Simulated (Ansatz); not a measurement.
Rows from a G0W0 calculation on Bi2Te2Pb4S5 (Unnamed) (Ansatz 0.2.0; G0W0 on PBE, plane waves, PAW; PAW set soft_1; 4×4×4 mesh, 844 empty bands, screening to 100 eV, PAW set soft_1 files), in eV. Spin-orbit coupling is left out.

| row | k | band | start | Σx | Σc at the solution | Vxc |
| --- | --- | --- | --- | --- | --- | --- |
| A | Γ | c3 | 9.764 | -9.500 | -3.349 | -12.896 |
| B | Γ | v1 | 8.343 | -15.611 | -0.013 | -15.395 |
| C | Γ | c1 | 8.751 | -9.171 | -2.524 | -11.661 |
| D | Γ | v2 | 7.793 | -15.468 | 0.715 | -14.501 |
| E | Γ | v3 | 7.586 | -16.512 | 1.032 | -15.242 |
| F | Γ | c2 | 9.393 | -9.864 | -3.100 | -12.967 |

**Question.** Give the quasiparticle energies and the shift of each level.

The quasiparticle equation reads E = start + Σx + Σc(E) − Vxc.

| row | E (eV) | shift (eV) |
| --- | --- | --- |
| A | 9.811 | +0.047 |
| B | 8.113 | −0.230 |
| C | 8.717 | −0.034 |
| D | 7.541 | −0.252 |
| E | 7.348 | −0.239 |
| F | 9.397 | +0.004 |

The gap over the computed points goes from 0.41 eV to 0.60 eV.

Limits: not at the basis limit; model gap, bands may invert with spin-orbit coupling; no spin-orbit coupling.

[Runs of the session that timed out or met a known fault of the program may be left out.]

[Cells called generated may have been cut or substituted from an entry of the Crystallography Open Database or the Materials Project.]

[Hosts, paths, dates, database ids (printed as entryN), source tags and the programs' standing remarks are cut or masked in the printed files.]
